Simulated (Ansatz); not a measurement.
# Se on Cr(100): change of the work function, part 5 of 5

Aim: the work function of Cr(100) at several coverages of Se (hollow site), and the dipole that each adsorbate carries.

Ansatz 0.2.0; plane-wave DFT, PBE, Ansatz PAW (the session's first sound run).

So far, work function, upper face (eV): step 2 (the clean slab, PBE) 3.70; step 7 (the 0.25 ML cell at another level of theory, cutoff 500 eV, functional r2SCAN) 4.45; step 8 (the 0.25 ML cell at another level of theory, cutoff 420 eV, functional RPBE) 4.18; step 9 (the 0.25 ML cell at another level of theory, cutoff 420 eV, functional LDA) 4.58; step 10 (the 0.25 ML cell at another level of theory, cutoff 420 eV, functional PBEsol) 4.37.

**12. Varying the input**

This step: plane-wave DFT, PBE, Ansatz PAW (Ansatz 0.2.0).

System of this step: Se/Cr(100). The cell holds 6 atoms: 5 Cr and 1 Se. Its edges and angles: a = 2.880 Å, b = 2.880 Å, c = 25.501 Å, α = 90.0°, β = 90.0°, γ = 90.0°. Vacuum lies along c.

An input spoilt on purpose, to show how the run answers: it repeats the earlier run at 1 ML with efield.ramp_position from 0.97 to 0.47, and scf.max_iter set to 50.

File input.yaml:

```yaml
crystal:
  lattice:
    - [2.88, 0.0, 0.0]
    - [0.0, 2.88, 0.0]
    - [0.0, 0.0, 25.5012778752]
  atoms:
    - { symbol: Cr, position: [0.0, 0.0, 0.3529234905], spin: 2.6 }
    - { symbol: Cr, position: [0.5, 0.5, 0.409391249], spin: -1.53 }
    - { symbol: Cr, position: [0.0, 0.0, 0.4656072306], spin: 1.28 }
    - { symbol: Cr, position: [0.5, 0.5, 0.5236747267], spin: -1.43 }
    - { symbol: Cr, position: [0.0, 0.0, 0.5763994989], spin: 2.38 }
    - { symbol: Se, position: [0.5, 0.5, 0.6470765095] }
magnetization:
  spin_polarized: true
kpoints:
  mp_grid: { grid: [10, 10, 1] }
hamiltonian:
  xc: pbe
scf:
  occupations: { method: fermi_dirac, width: 0.1 }
  convergence: { dr2_threshold: 1.0e-08 }
  max_iter: 50
efield:
  axis: 3
  dipole_correction: true
  ramp_position: 0.47
  ramp_width: 0.06
relax:
  f_tol: 0.02
  max_steps: 60
  constraints: [{ sites: [0, 1] }]
output:
  bader: true
  write_potential: true
  write_density: true
  volumetric_format: npy
```

Command:

```sh
$ ansatz run input.yaml --threads 4 --pin off --max-ram 12288MiB --backend cpu --events-out ev --progress --plain --runs-dir out
```

Numbers of over 12 decimals in the logs are rounded to 6 here.

The program printed:

```text
The last accepted step is kept in <dir> (removed where the run ends without a failure and the disk answers)
Engine: ansatz 0.2.0, aarch64-unknown-linux-gnu
Pseudopotentials: kind: paw
Pseudopotential: Cr, paw, valence charge 14, recommended cutoff 420 eV (normal), Cr.paw.azcp
Pseudopotential: Se, paw, valence charge 16, recommended cutoff 420 eV (normal), Se.paw.azcp
Functional definition: PBE
  parameter kappa = 0.804
  parameter beta = 0.066725
  exchange = pbe_x(kappa = kappa, mu = beta*pi^2/3)
  correlation = pbe_c(beta = beta)
Crystal: 6 atoms, lattice volume = 211.518 Å³
Basis set: ecut = 420 eV, 4113 PW (Γ), exchange–correlation on 40×40×360 points (8 copies of the dense FFT grid, shifted against one another)
Bands: 58, of which v1, the nominal top of the filled ones, is band 43 counted from 1 (42 counted from 0)
Symmetry: 8 space group operations
k-points: 21 of 100
Non-local potential: Cr, projectors of the file, l = 0: 3, l = 1: 2, l = 2: 3, l = 3: 1
Non-local potential: Se, projectors of the file, l = 0: 2, l = 1: 2, l = 2: 3, l = 3: 1
PAW form: soft (Blöchl's): semilocal exchange-correlation on the pseudo side does not see the compensation charge
PAW one-centre angular grid: Cr, 590 points (default); XC on 64 Gauss nodes
PAW one-centre angular grid: Se, 590 points (default); XC on 64 Gauss nodes
Initial density: superposition of atomic densities (neutral atoms: chi_scale 0, normalization atom)
Starting moments: Σ|m| = 9.22 μB on 5 of 6 sites
Initial wavefunctions: pseudopotential atomic-orbital guess
Functional: x = pbe(κ = 0.804, μ = 0.219515), c = pbe(β = 0.066725)
Error: efield: ion 2 (Cr) at fractional coordinate 0.4656 along the field axis lies inside the sawtooth ramp with 2 of the planes that the density is read on at each end, [0.4589, 0.5411] — the ramp must sit in vacuum (an ion there feels the fictitious reversed slope); set or move the ramp (efield.ramp_position / ramp_width) or move the geometry
```

Wall time 0.27 s (4 threads of Arm Neoverse V1, shared host); peak memory 0.44 GiB.

The program refused the input before any cycle.

The program's message: “Error: efield: ion 2 (Cr) at fractional coordinate 0.4656 along the field axis lies inside the sawtooth ramp with 2 of the planes that the density is read on at each end, [0.4589, 0.5411] — the ramp m …”

The fault put into the input: the ramp among the atoms.

**13. A changed input**

System of this step: Cr(100). The cell holds 5 atoms: 5 Cr. Its edges and angles: a = 2.880 Å, b = 2.880 Å, c = 23.760 Å, α = 90.0°, β = 90.0°, γ = 90.0°. Vacuum lies along c.

An input spoilt on purpose, to show how the run answers: it repeats the earlier run at 0 ML with efield.ramp_width from 0.06 to 0.9, and scf.max_iter set to 50.

input.yaml, the sections that differ from step 12:

```yaml
crystal:
  lattice:
    - [2.88, 0.0, 0.0]
    - [0.0, 2.88, 0.0]
    - [0.0, 0.0, 23.76]
  atoms:
    - { symbol: Cr, position: [0.0, 0.0, 0.3787878788], spin: 2.0 }
    - { symbol: Cr, position: [0.5, 0.5, 0.4393939394], spin: -2.0 }
    - { symbol: Cr, position: [0.0, 0.0, 0.5], spin: 2.0 }
    - { symbol: Cr, position: [0.5, 0.5, 0.5606060606], spin: -2.0 }
    - { symbol: Cr, position: [0.0, 0.0, 0.6212121212], spin: 2.0 }
efield:
  axis: 3
  dipole_correction: true
  ramp_position: 0.97
  ramp_width: 0.9
output:
  write_potential: true
  write_density: true
  volumetric_format: npy
# magnetization, kpoints, hamiltonian, scf, relax: as in step 12
```

The program printed:

```text
The last accepted step is kept in <dir> (removed where the run ends without a failure and the disk answers)
Engine: ansatz 0.2.0, aarch64-unknown-linux-gnu
Pseudopotentials: kind: paw
Pseudopotential: Cr, paw, valence charge 14, recommended cutoff 420 eV (normal), Cr.paw.azcp
Functional definition: PBE
  parameter kappa = 0.804
  parameter beta = 0.066725
  exchange = pbe_x(kappa = kappa, mu = beta*pi^2/3)
  correlation = pbe_c(beta = beta)
Crystal: 5 atoms, lattice volume = 197.075 Å³
Basis set: ecut = 420 eV, 3843 PW (Γ), exchange–correlation on 40×40×320 points (8 copies of the dense FFT grid, shifted against one another)
Bands: 48, of which v1, the nominal top of the filled ones, is band 35 counted from 1 (34 counted from 0)
Symmetry: 8 space group operations
k-points: 21 of 100
Non-local potential: Cr, projectors of the file, l = 0: 3, l = 1: 2, l = 2: 3, l = 3: 1
PAW form: soft (Blöchl's): semilocal exchange-correlation on the pseudo side does not see the compensation charge
PAW one-centre angular grid: Cr, 590 points (default); XC on 64 Gauss nodes
Initial density: superposition of atomic densities (neutral atoms: chi_scale 0, normalization atom)
Starting moments: Σ|m| = 10 μB on 5 of 5 sites
Initial wavefunctions: pseudopotential atomic-orbital guess
Functional: x = pbe(κ = 0.804, μ = 0.219515), c = pbe(β = 0.066725)
Error: efield: ion 0 (Cr) at fractional coordinate 0.3788 along the field axis lies inside the sawtooth ramp with 2 of the planes that the density is read on at each end, [0.9575, 0.8825] — the ramp must sit in vacuum (an ion there feels the fictitious reversed slope); set or move the ramp (efield.ramp_position / ramp_width) or move the geometry
```

Wall time 0.2 s (4 threads); peak memory 0.38 GiB.

The input was rejected at the start.

The program's message: “Error: efield: ion 0 (Cr) at fractional coordinate 0.3788 along the field axis lies inside the sawtooth ramp with 2 of the planes that the density is read on at each end, [0.9575, 0.8825] — the ramp m …”

The fault put into the input: a ramp so wide that it reaches the atoms.

**14. Summary of results**

| Property | Result |
| --- | --- |
| work function of the clean face | 3.70 eV |
| work function at 0.25 ML | 4.29 eV |
| work function at 0.5 ML | 4.53 eV |
| work function at 1 ML | 4.39 eV |
| dipole per adsorbate at 0.25 ML, positive end outwards | -0.51 D |

Se raises the work function of Cr(100) at the lowest coverage, by 0.60 eV: the adsorbate layer has its negative end outwards. The dipole per adsorbate falls from 0.51 to 0.15 D as the layer fills. Neighbouring dipoles depolarise each other, and heights and bonding change with coverage too. At the highest coverage the adsorbates are pressed to about 2.9 Å, closer than unbonded atoms of this kind usually come, so a real layer may not reach it. The slab has 5 layers, at the tabulated experimental lattice constant, one starting site was run, and quantum-size effects of a slab this thin can reach one or two tenths of an eV. The magnetic order is the one reached from the typed start; other orders were not compared.

[Logs are printed without paths, hosts, clocks, repeated set-up lines and the standing remarks that a program may print on its own settings, such as how far it seeks lower states.]

[Hosts, paths, dates, database ids (printed as entryN), source tags and the programs' standing remarks are cut or masked in the printed files.]

[Maps of the electrostatic potential energy from Ansatz leave out the sawtooth potential of an applied field or a dipole correction, so their vacuum need not be flat; planar profiles and work functions include it.]
